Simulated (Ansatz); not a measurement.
## Bismuthene monolayer in a perpendicular field

What dipole does a perpendicular field induce in the bismuthene monolayer, and does the gap follow? A positive field points along +c.

Calculated with Ansatz 0.2.0; plane-wave DFT, PBE-D3(BJ), Ansatz PAW (set soft_1); PAW set soft_1.

Report form: inputs, costs, results and the conclusion, without the logs.

**1. The structure**

The cell holds 2 atoms: 2 Bi. Cell: a = 4.340 Å, b = 4.340 Å, c = 34.440 Å, α = 90.0°, β = 90.0°, γ = 120.0°. Vacuum lies along c.

**2. Relaxation**

The starting cell is a guess, so the in-plane lattice and the atoms are relaxed first, with the slab cut off from its images along the normal.

The input, input.yaml:

```yaml
crystal:
  lattice:
    - [4.34, 0.0, 0.0]
    - [-2.17, 3.7585502524, 0.0]
    - [0.0, 0.0, 34.4399999989]
  atoms:
    - { symbol: Bi, position: [0.6666666667, 0.3333333333, 0.474738676] }
    - { symbol: Bi, position: [0.3333333333, 0.6666666667, 0.525261324] }
  periodic: [true, true, false]
kpoints:
  mp_grid: { grid: [12, 12, 1] }
hamiltonian:
  xc: pbe
  dispersion: d3bj
  pseudopotentials: { kind: paw, azcp: { folder: soft_1 } }
scf:
  occupations: { method: fermi_dirac, width: 0.05 }
  convergence: { dr2_threshold: 1.0e-09 }
relax:
  f_tol: 0.004
  max_steps: 90
  cell: {}
output:
  write_potential: true
  write_density: true
  volumetric_format: npy
```

Launch:

```bash
ansatz run input.yaml --threads 2 --pin off --max-ram 3072MiB --backend cpu --events-out ev --progress --plain --runs-dir out
```

Run time: 31 s. Hardware: 2 threads of Arm Neoverse V1, shared host; peak memory 0.68 GiB; 59 s of CPU time.

Relaxation path:

```csv
step,energy less that of the first step (eV),largest force component (eV/Å),volume (Å³)
1,0.0000,0.1236,561.79
2,-0.0034,0.1637,555.75
3,-0.0072,0.0385,550.37
4,-0.0079,0.0020,545.63
5*,-0.0077,0.0019,545.63
```

Relaxation steps marked * repeat the geometry before them on a plane-wave basis chosen anew for their cell, so energy and pressure can jump there.

The run keeps the 12 symmetry operations that the program found, so distortions that break them were not tested.

```csv
cell as run,before,after,change
a (Å),4.340,4.277,-1.4 %
b (Å),4.340,4.277,-1.4 %
```

The relaxed structure:

```xyz
2
Lattice="4.2771 0.0000 0.0000 -2.1386 3.7041 0.0000 0.0000 0.0000 34.4400" Properties=species:S:1:pos:R:3
Bi    2.1386    1.2347   16.3454
Bi    0.0000    2.4694   18.0946
```

The lattice constant a goes from 4.340 to 4.277 Å.

**3. Atoms held, field 0**

A sawtooth potential applies the field, turning back in the middle of the vacuum. With the dipole correction the typed value is the field outside the slab. The induced dipole is small, so the SCF threshold is tight.

The cell differs from the one that the last finished run ended in (c 34.440 → 19.749 Å).

The input, input.yaml:

```yaml
crystal:
  lattice:
    - [4.2771197239, 0.0, 0.0]
    - [-2.138559862, 3.7040943359, 0.0]
    - [0.0, 0.0, 19.7491688398]
  atoms:
    - { symbol: Bi, position: [0.6666666667, 0.3333333333, 0.4557153809] }
    - { symbol: Bi, position: [0.3333333333, 0.6666666667, 0.5442846191] }
kpoints:
  mp_grid: { grid: [12, 12, 1] }
  band_path:
    path: [[0, 0, 0], [0.5, 0, 0], [0.33333333, 0.33333333, 0], [0, 0, 0]]
    npoints: 16
hamiltonian:
  xc: pbe
  dispersion: d3bj
  pseudopotentials: { kind: paw, azcp: { folder: soft_1 } }
scf:
  occupations: { method: fermi_dirac, width: 0.02585 }
  convergence: { dr2_threshold: 1.0e-10 }
efield:
  axis: 3
  dipole_correction: true
  ramp_position: 0.97
  ramp_width: 0.06
  amplitude: 0
output:
  dos: { projected: true, e_range: [-6, 5] }
  write_potential: true
  write_density: true
  volumetric_format: npy
  elf: true
```

Wall time 13 s (2 threads); peak memory 0.49 GiB; 25 s of CPU time.

This step gave:

```
dipole along the normal            : -7.47e-7 e·Å
gap along the path                 : 0.5778 eV
smallest direct gap along the path : 0.5778 eV
ionisation energy, upper face      : 4.013 eV
electron affinity, upper face      : 3.435 eV
gap, the smaller of path and mesh  : 0.5778 eV
```

Running mean over a fixed 2.8 Å (it still follows the layers) of the planar mean; the ramp of the sawtooth is left out. Electron's electrostatic potential energy less the Fermi level against z:

```
z (Å)  electron's electrostatic potential energy less the Fermi level (eV)
  3.0                                                                 3.71
  3.5                                                                 3.71
  4.0                                                                 3.71
  4.5                                                                 3.71
  5.0                                                                 3.71
  5.5                                                                 3.69
  6.0                                                                 3.62
  6.5                                                                 3.37
  7.0                                                                 2.51
  7.5                                                                0.616
  8.0                                                                -1.57
  8.5                                                                -3.26
  9.0                                                                -4.91
  9.5                                                                -6.69
 10.0                                                                -7.17
 10.5                                                                -5.84
 11.0                                                                -4.03
 11.5                                                                -2.48
 12.0                                                               -0.500
 12.5                                                                 1.66
 13.0                                                                 3.07
 13.5                                                                 3.53
 14.0                                                                 3.66
 14.5                                                                 3.70
 15.0                                                                 3.71
 15.5                                                                 3.71
 16.0                                                                 3.71
 16.5                                                                 3.71
```

The density of states has structure finer than the step of the table below, so its rows give means over 0.25 eV. Peaks (eV: height): -3.550: 9.64, -2.640: 2.69, -2.170: 6.19, -1.310: 4.51, 1.330: 4.89, 1.910: 4.83.

Table of density of states by energy, zero at the Fermi level of the run, which the smearing sets inside the gap; means over each step:

```csv
energy (eV),density of states (states/eV a cell)
-4.00,0
-3.75,0.0368
-3.50,3.63
-3.25,1.63
-3.00,0.997
-2.75,1.86
-2.50,1.73
-2.25,2.58
-2.00,2.80
-1.75,2.60
-1.50,2.33
-1.25,2.67
-1.00,0.697
-0.75,0.481
-0.50,0.335
-0.25,0.0421
0.00,0
0.25,0.00333
0.50,0.272
0.75,1.29
1.00,2.69
1.25,3.30
1.50,0.179
1.75,1.18
2.00,3.81
```

Projected DOS per atom over height of the atomic layer and energy from the Fermi level. Layers: Bi Bi from below.

Ten even steps from '_' (0.00 states/eV) to '@' (1.54 states/eV), each cell a mean:
```
@@@@
----
####
####
....
____
____
....
::::
%%%%
####
@@@@
++++
++++
====
####
____
____
____
____
____
____
```
Columns: height of the atomic layer (Å) from 9 to 10.7; rows upwards: energy from the Fermi level (eV) from -5.96 to 2.23.

The electronic bands at the labelled points (eV, zero at the Fermi level of the run, which the smearing sets inside the gap):

```csv
point,band 13,band 14,band 15,band 16,band 17,band 18,band 19
Γ,-1.32,-0.30,-0.30,0.28,2.24,2.24,3.33
halfway,-2.87,-1.35,-1.20,0.53,2.45,2.79,3.92
M,-3.59,-2.18,-1.80,1.01,1.69,2.82,4.38
halfway,-3.54,-2.46,-2.19,1.38,2.10,2.38,4.83
K,-3.65,-2.46,-2.46,0.87,2.62,2.62,5.65
halfway,-2.89,-2.18,-1.26,1.31,1.94,2.76,4.20
Γ,-1.32,-0.30,-0.30,0.28,2.24,2.24,3.33
```

ELF in the ca plane at fractional y = 0.333, with atoms of Bi within 0.2 Å of it. It is the smooth field of the valence electrons, not physical close to the nuclei.

Ten even steps from '0' (0.00) to '9' (0.69), each cell a mean:
```
00000000000000000124678765566554321000000000
00000000000000001247998655555532100000000000
00000000000000001368997422354421000000000000
00000000000000001469987312254421000000000000
00000000000000001368997522455421000000000000
00000000000000001247898755556532110000000000
00000000000000000023677766666554432100000000
00000000000000000001134445565566654210000000
00000000000000000000000123455567775320000000
00000000000000000000001123455567775310000000
00000000000000000001234555666566654210000000
```
Columns run along c (16.0 Å, from fractional 0.00 to 0.81 of the cell), rows up along a (4.3 Å). Atoms in or near the plane, at fractional coordinates: Bi at (0.46, 0.67).

Electrostatic potential energy in the ca plane at fractional y = 0.333, with atoms of Bi within 0.2 Å of it. With pseudopotentials it is smooth inside the atoms' cores, unlike the true potential.

Values in eV, 6 rows by 16 columns, each cell a mean:
```
  3   3   3   3   3   3   3   2 -12 -17  -1   2   3   3   3   3
  3   3   3   3   3   3   3   0 -30 -35  -5   3   3   3   3   3
  3   3   3   3   3   3   3   0 -28 -34  -4   2   3   3   3   3
  3   3   3   3   3   3   3   2  -5  -9  -1   1   3   3   3   3
  3   3   3   3   3   3   3   3   2   1  -4  -2   2   3   3   3
  3   3   3   3   3   3   3   3   1   0  -3  -1   2   3   3   3
```
Columns run along c (16.0 Å, from fractional 0.00 to 0.81 of the cell; values clipped at the 3rd and 97th percentile), rows up along a (4.3 Å). Atoms in or near the plane, at fractional coordinates: Bi at (0.46, 0.67).

Valence density in the ca plane at fractional y = 0.333, with atoms of Bi within 0.2 Å of it. It is the smooth field of the valence electrons, not physical close to the nuclei.

Ten steps, logarithmic in the rise over the least value, from '0' (0.0 e/Å³) to '9' (7.6 e/Å³), each cell a mean:
```
00000000000000000000012334332211100000000000
00000000000000000000123577642211000000000000
00000000000000000000125799853210000000000000
00000000000000000000135899863210000000000000
00000000000000000000125799853210000000000000
00000000000000000000123566532211000000000000
00000000000000000000012233332221100000000000
00000000000000000000001112222222100000000000
00000000000000000000000011122332110000000000
00000000000000000000000011122332110000000000
00000000000000000000001122222222100000000000
```
Columns run along c (16.0 Å, from fractional 0.00 to 0.81 of the cell), rows up along a (4.3 Å). Atoms in or near the plane, at fractional coordinates: Bi at (0.46, 0.67).

The gap is 0.58 eV, with the valence edge 4.01 eV and the conduction edge 3.43 eV under the upper vacuum level. Spin-orbit coupling, left out in this run, matters for the bands of elements this heavy.

**4. Atoms held, field 0.1 V/Å**

Edit input.yaml of step 3 so:

```diff
@@ -23,7 +23,6 @@
   dipole_correction: true
-  ramp_position: 0.97
-  ramp_width: 0.06
-  amplitude: 0
+  ramp_position: 0.9585
+  ramp_width: 0.083
+  amplitude: 0.1
 output:
-  dos: { projected: true, e_range: [-6, 5] }
   write_potential: true
@@ -31,2 +30 @@
   volumetric_format: npy
-  elf: true
```

Run time: 12 s. Hardware: 2 threads; peak memory 0.45 GiB.

The dipole is 0.0420 e·Å, and the gap 0.578 eV.

**5. Atoms held, field -0.1 V/Å**

Edit input.yaml of step 4 so:

```diff
@@ -25,3 +25,3 @@
   ramp_width: 0.083
-  amplitude: 0.1
+  amplitude: -0.1
 output:
```

Elapsed: 14 s, on 2 threads; peak memory 0.45 GiB; 27 s of CPU time.

The dipole is -0.0420 e·Å, and the gap 0.578 eV.

**6. Response, atoms held**

This step: plane-wave DFT, PBE-D3(BJ), Ansatz PAW (set soft_1); response to a field along the normal, atoms held; PAW set soft_1 (Ansatz 0.2.0).

The dipoles give the slope, and the difference of two potentials shows where the field is screened.

This step gave:

```yaml
equivalent_conductor_thickness_p_eps_0ae: 4.794 Å
distance_between_the_outer_atoms: 1.749 Å
```

Table of dipole of the cell by applied field:

```csv
applied field (V/Å),dipole of the cell (e·Å)
-0.1000,-0.0420
0.0000,-7.5e-7
0.1000,0.0420
```

Local field over the applied field, running mean. From the potentials at -0.1 and 0.1 V/Å; running mean over 2.5 Å. Table of local field over applied field by z:

z (Å), local field over applied field and a bar from the least value:
```
      4.5      0.993 ##############################
      5.0      0.984 ##############################
      5.5      0.962 #############################
      6.0      0.916 ############################
      6.5      0.827 #########################
      7.0      0.687 #####################
      7.5      0.518 ################
      8.0      0.342 ###########
      8.5      0.179 ######
      9.0      0.058 ##
      9.5     -0.004 
     10.0     -0.014 
     10.5      0.020 #
     11.0      0.112 ####
     11.5      0.257 ########
     12.0      0.430 #############
     12.5      0.605 ##################
     13.0      0.763 #######################
     13.5      0.878 ##########################
     14.0      0.943 ############################
     14.5      0.975 #############################
     15.0      0.990 ##############################
     15.5      0.996 ##############################
```

Electrons, planar mean, per unit field. Table of induced electron density by z:

z (Å), induced electron density (e/Å³ per V/Å) and a bar from the least value:
```
     4.10    0.00001 ###############
     4.39    0.00003 ###############
     4.68    0.00004 ###############
     4.97    0.00007 ###############
     5.41    0.00016 ################
     5.71    0.00027 ################
     6.00    0.00043 #################
     6.29    0.00069 ##################
     6.58    0.00106 ####################
     6.88    0.00159 #######################
     7.17    0.00225 ##########################
     7.46    0.00288 #############################
     7.90    0.00302 ##############################
     8.19    0.00209 #########################
     8.48    0.00119 #####################
     8.78    0.00109 ####################
     9.07    0.00086 ###################
     9.36    0.00046 #################
     9.66    0.00022 ################
    10.09   -0.00022 ##############
    10.39   -0.00046 #############
    10.68   -0.00086 ###########
    10.97   -0.00109 ##########
    11.26   -0.00119 #########
    11.56   -0.00209 #####
    11.85   -0.00302 
    12.29   -0.00288 #
    12.58   -0.00225 ####
    12.87   -0.00159 #######
    13.17   -0.00106 ##########
    13.46   -0.00069 ############
    13.75   -0.00043 #############
    14.04   -0.00027 ##############
    14.34   -0.00016 ##############
    14.78   -0.00007 ###############
    15.07   -0.00004 ###############
    15.36   -0.00003 ###############
    15.65   -0.00001 ###############
```

The smaller of the gaps on the path and on the k-mesh, counted as 0 under 0.03 eV. The gap stays at 0.578 eV for applied field from -0.1 to 0.1 V/Å.

By hand: between -0.1 and 0.1 V/Å the dipole changes by 0.08394 e·Å, a slope of 0.4197 e·Å²/V. A perfect conductor of thickness t has p = ε₀AEt, so t = 180.95 × 0.4197 / 15.843 = 4.79 Å (e/ε₀ = 180.95 V·Å, A in Å²).

The induced dipole is that of a conductor 4.79 Å thick.

**7. Outcome**

```json
{"gap without field": "0.578 eV", "ionisation energy, upper face": "4.01 eV", "electron affinity, upper face": "3.43 eV", "equivalent conductor thickness, atoms held": "4.79 Å"}
```

**Reading.** The induced dipole equals that of a perfect conductor 4.79 Å thick, while the outer atoms lie 1.75 Å apart; an out-of-plane ε follows only once a thickness t is chosen, by 1 − 1/ε = 4.79 Å / t. The gap stays within 0.01 eV of 0.58 eV over the fields run, up to 0.1 V/Å in size. Semilocal functionals give gaps that are too small, and excitons are not included. Spin-orbit coupling is left out, which matters for the bands of elements this heavy.

[Long decimals in the printed logs are rounded to 6 places.]

[Logs are printed without paths, hosts, clocks, repeated set-up lines and the standing remarks that a program may print on its own settings, such as how far it seeks lower states.]

[Hosts, paths, dates, database ids (printed as entryN), source tags and the programs' standing remarks are cut or masked in the printed files.]

[Maps of the electrostatic potential energy from Ansatz leave out the sawtooth potential of an applied field or a dipole correction, so their vacuum need not be flat; planar profiles and work functions include it.]

[The density of states shown here was stored with 400 of the rows of the run's finer table, so its peaks can read low, often by over a quarter, or be missed, and its means over a window can be off by a tenth or more.]
